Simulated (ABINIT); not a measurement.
# Quasiparticle gap of Ca2FeH6 (Fm-3m) in ABINIT, part 3 of 3

Wanted: ground state, empty states, screening and self-energy for Ca2FeH6 (Fm-3m).

ABINIT 10.8.3; LDA and many-body steps on it, plane waves. Known limits of the many-body steps: not at the basis limit; no spin polarisation; d states lean on the start; coarse k mesh.

So far. Step 4 (Empty states on the mesh, 2×2×2 mesh, 60 bands): On this mesh the gap is 1.215 eV. Step 5 (Screening, 2×2×2 mesh, 56 bands, screening to 87.1 eV): Local fields lower ε∞ by 14 %. On a Γ-centred mesh this coarse the value itself is usually too large, while a short band sum pulls it down.

### 6. Self-energy, 2×2×2 mesh, 56 bands, screening to 87.1 eV

The self-energy is evaluated for the states that the input lists, and the levels follow from it, in one-shot runs by the linearised quasiparticle equation.

This step: G0W0 on LDA, plane waves, norm-conserving pseudopotentials.

run.abi reads:

```
acell 3*1.0 Angstrom
rprim 
  -0.000000000000 3.496077550000 3.496077550000
  3.496077550000 0.000000000000 3.496077550000
  3.496077550000 3.496077550000 -0.000000000000
ntypat 3
znucl 20 26 1
natom 9
typat 1 1 2 3 3 3 3 3 3
xred 
  0.250000000000 0.250000000000 0.250000000000
  0.750000000000 0.750000000000 0.750000000000
  0.000000000000 0.000000000000 0.000000000000
  0.771967350000 0.228032650000 0.228032650000
  0.228032650000 0.771967350000 0.771967350000
  0.228032650000 0.771967350000 0.228032650000
  0.771967350000 0.228032650000 0.771967350000
  0.228032650000 0.228032650000 0.771967350000
  0.771967350000 0.771967350000 0.228032650000
pp_dirpath "pseudos"
pseudos "Ca.upf, Fe.upf, H.upf"
ecut 39
ngkpt 2 2 2
nshiftk 1
shiftk 0 0 0
kptopt 1
chksymbreak 0
istwfk *1
occopt 1
irdwfk 1
optdriver 4
nband 56
gwcalctyp 0
ecutsigx 39
symsigma 1
nkptgw 2
kptgw 
  0.5000000000 0.5000000000 0.0000000000
  0.0000000000 0.0000000000 0.0000000000
bdgw 
  20 23
  19 23
ecuteps 3.2
irdscr 1
ppmodel 1
indata_prefix "in"
outdata_prefix "out"
tmpdata_prefix "tmp"
```

The run is started by

```
$ OMP_NUM_THREADS=1 mpirun -n 4 abinit run.abi > log
```

Numbers of over 12 decimals in the logs are rounded to 6 here.

Log:

```text
.Version 10.8.3 of ABINIT. v10.8.2 released Aug 2026.

 Symmetries : space group Fm -3 m (#225); Bravais cF (face-center cubic)
[... echo of the input left out ...]
== DATASET  1 ==================================================================
-   mpi_nproc: 4, omp_nthreads: 1 (-1 if OMP is not activated)

--- !DatasetInfo
iteration_state: {dtset: 1, }
dimensions: {natom: 9, nkpt: 3, mband: 56, nsppol: 1, nspinor: 1, nspden: 1, mpw: 6754, }
cutoff_energies: {ecut:  39.0, pawecutdg:  -1.0, }
electrons: {nelect:   4.20000000E+01, charge:   0.00000000E+00, occopt:   1.00000000E+00, tsmear:   1.00000000E-02, }

 SIGMA: Calculation of the GW corrections

 Based on a program developped by R.W. Godby, V. Olevano, G. Onida, and L. Reining.
 Incorporated in ABINIT by V. Olevano, G.-M. Rignanese, and M. Torrent.
.Using double precision arithmetic ; gwpc =  8

[... cell and pseudopotentials left out ...]
--------------------------------------------------------------------------------

 ==== K-mesh for the wavefunctions ====
 Number of points in the irreducible wedge :     3
[... list of points left out ...]
 Together with 48 symmetry operations and time-reversal symmetry
 yields     8 points in the full Brillouin Zone.

 ==== Q-mesh for screening function ====
 Number of points in the irreducible wedge :     3
[... list of points left out ...]
 Together with 48 symmetry operations and time-reversal symmetry
 yields     8 points in the full Brillouin Zone.

 vcoul_init : cutoff-mode = AUXILIARY_FUNCTION
 q-points for optical limit:   1
     1)      0.000010    0.000020    0.000030
 setmesh: FFT mesh size selected  =    54x   54x   54
          total number of points  =       157464

 Number of electrons calculated from density =   42.0000; Expected =   42.0000
 average of density, n =  0.072825
 r_s =    1.4855
 omega_plasma =   26.0313 [eV]

 === KS Band Gaps ===
  >>>> For spin  1
   Minimum direct gap =   1.2148 [eV], located at k-point      :   0.5000  0.5000  0.0000
   Fundamental gap    =   1.2148 [eV], Top of valence bands at :   0.5000  0.5000  0.0000
                                       Bottom of conduction at :   0.5000  0.5000  0.0000
 SIGMA fundamental parameters:
 PLASMON POLE MODEL  1
 number of plane-waves for SigmaX                 6735
 number of plane-waves for SigmaC and W            169
 number of plane-waves for wavefunctions          6735
 number of bands                                    56
 number of independent spin polarizations            1
 number of spinorial components                      1
 number of k-points in IBZ                           3
 number of q-points in IBZ                           3
 number of symmetry operations                      48
 number of k-points in BZ                            8
 number of q-points in BZ                            8
 number of frequencies for dSigma/dE                 9
 frequency step for dSigma/dE [eV]                0.25
 number of omega for Sigma on real axis              0
 max omega for Sigma on real axis  [eV]           0.00
 zcut for avoiding poles [eV]                     0.10

 EPSILON^-1 parameters (SCR file):
 dimension of the eps^-1 matrix on file            169
 dimension of the eps^-1 matrix used               169
 number of plane-waves for wavefunctions          6735
 number of bands                                    56
 number of q-points in IBZ                           3
 number of frequencies                               2
 number of real frequencies                          1
 number of imag frequencies                          1

 matrix elements of self-energy operator (all in [eV])

 Perturbative Calculation

--- !SelfEnergy_ee
iteration_state: {dtset: 1, }
kpoint     : [   0.500,    0.500,    0.000, ]
spin       : 1
KS_gap     :    1.215
QP_gap     :    2.397
Delta_QP_KS:    1.182
data: !SigmaeeData |
     Band     E0 <VxcDFT>   SigX SigC(E0)      Z dSigC/dE  Sig(E)    E-E0       E
       20   4.782 -24.523 -29.139   5.730   0.726  -0.378 -23.714   0.809   5.591
       21   4.782 -24.523 -29.139   5.730   0.726  -0.378 -23.714   0.809   5.591
       22   5.997 -20.625 -14.561  -3.480   0.771  -0.298 -18.634   1.991   7.988
       23   7.631 -12.800  -6.297  -3.597   0.824  -0.213 -10.405   2.395  10.026

--- !SelfEnergy_ee
iteration_state: {dtset: 1, }
kpoint     : [   0.000,    0.000,    0.000, ]
spin       : 1
KS_gap     :    2.759
QP_gap     :    4.345
Delta_QP_KS:    1.586
data: !SigmaeeData |
     Band     E0 <VxcDFT>   SigX SigC(E0)      Z dSigC/dE  Sig(E)    E-E0       E
       19   4.716 -24.137 -28.835   5.714   0.727  -0.376 -23.398   0.739   5.455
       20   4.716 -24.137 -28.835   5.714   0.727  -0.376 -23.398   0.739   5.455
       21   4.716 -24.137 -28.835   5.714   0.727  -0.376 -23.398   0.739   5.455
       22   7.475 -19.325 -12.293  -4.037   0.776  -0.288 -17.000   2.325   9.800
       23   7.475 -19.325 -12.293  -4.037   0.776  -0.288 -17.000   2.325   9.800

== END DATASET(S) ==============================================================
================================================================================

 -outvars: echo values of variables after computation  --------
           etotal      0.0000000000E+00
            nband          56
             nkpt           3
          spgroup         225
 [... the other variables as echoed above ...]

 Calculation completed.
```

Run time: 5 s. Hardware: 4 MPI ranks of Intel Xeon Platinum 8375C at 2.90GHz (Ice Lake), shared host; peak memory 0.72 GiB; 20 s of CPU time.

This step gave:

```yaml
g0w0_gap_on_the_points_computed: 2.397 eV
starting_gap_on_the_mesh: 1.215 eV
k_of_the_valence_top: 0.5, 0.5, 0
k_of_the_conduction_bottom: 0.5, 0.5, 0
z_at_the_valence_top: 0.726
z_at_the_conduction_bottom: 0.771
least_direct_g0w0_gap_on_the_computed_points: 2.397 eV
```

The gap on the mesh goes from 1.21 eV to 2.40 eV, a correction of +1.18 eV.

Limits: finite bands, cutoff and mesh; no spin polarisation; d states lean on the start; coarse k mesh. v1 is the top filled band, c1 the lowest empty one. Levels before and after the correction, in eV, zero at the valence-band top of each column:

```
           conduction bottom  valence top
Kohn-Sham               1.21         0.00
     G0W0               2.40         0.00
```

```
                       level  energy (eV)
Kohn-Sham  (0.5 0.5 0) v2-v1        0.000
Kohn-Sham     (0.5 0.5 0) c1        1.215
Kohn-Sham     (0.5 0.5 0) c2        2.849
     G0W0  (0.5 0.5 0) v2-v1        0.000
     G0W0     (0.5 0.5 0) c1        2.397
     G0W0     (0.5 0.5 0) c2        4.435
```

### 7. Where the time went

Times are wall times on 4 MPI ranks of Intel Xeon Platinum 8375C at 2.90GHz (Ice Lake), shared host, good to a factor of about two.

| step | time | share | memory (GiB) |
| --- | --- | --- | --- |
| ground state | 51 s | 37 % | 0.45 |
| bands along the symmetry lines | 59 s | 43 % | 0.4 |
| empty states on the mesh | 14 s | 10 % | 0.35 |
| screening | 7.6 s | 6 % | 0.89 |
| self-energy | 5 s | 4 % | 0.72 |

### 8. What came out

| Property | Result |
| --- | --- |
| LDA gap | 1.21 eV, indirect (only 9 meV under the direct gap) |
| G0W0 gap on the mesh | 2.40 eV |
| GW settings | 2×2×2 mesh, 56 bands, screening to 87.1 eV, Godby-Needs plasmon pole |
| known limits | not at the basis limit; no spin polarisation; d states lean on the start; coarse k mesh |

In words: G0W0 moves the gap on the mesh from 1.21 eV to 2.40 eV (+1.18 eV), with Z of 0.73 and 0.77 at the edges. Local fields lower the RPA ε∞ on this mesh from 5.90 to 5.05; a Γ-centred mesh this coarse tends to raise both, most where the direct gap is narrow, while a short band sum lowers them. Only 2 of the mesh's irreducible points were corrected, so a valley elsewhere could overtake. Bands and cutoff are finite, so the gap is not at the basis limit. The miss can reach some tenths of an eV and take either sign; the mesh is an error of its own. In the G0W0 run levels were corrected at 2 k points alone, so a gap called «on the mesh» is the least over those, and an edge elsewhere would be missed. The 2×2×2 mesh is coarse for this cell, which bears on the long-range parts of exchange and screening. The runs have no spin polarisation. For a closed low-spin shell that is the natural state; where a d or f shell is open it is a constraint, and the gap is then not the crystal's own. With d states at the gap, one-shot GW leans hard on its start.

[Paths, hosts, dates, memory and timing lines, banners, echoed tables and standing remarks are left out of the program output.]

[Logs are printed without paths, hosts, clocks, repeated set-up lines and the standing remarks that a program may print on its own settings, such as how far it seeks lower states.]

[Runs of the session that timed out or met a known fault of the program may be left out.]

[Hosts, paths, dates, database ids (printed as entryN), source tags and the programs' standing remarks are cut or masked in the printed files.]

[G0W0 gaps are taken among the corrected bands and points alone; a level outside them can change the order at an edge.]

[Where Ansatz stands beside ABINIT at settings called matched, ABINIT's density can come from a denser mesh and the files from another edition; pairs whose starting gaps differed by over 0.03 eV were left out, so agreement reads better than it is.]
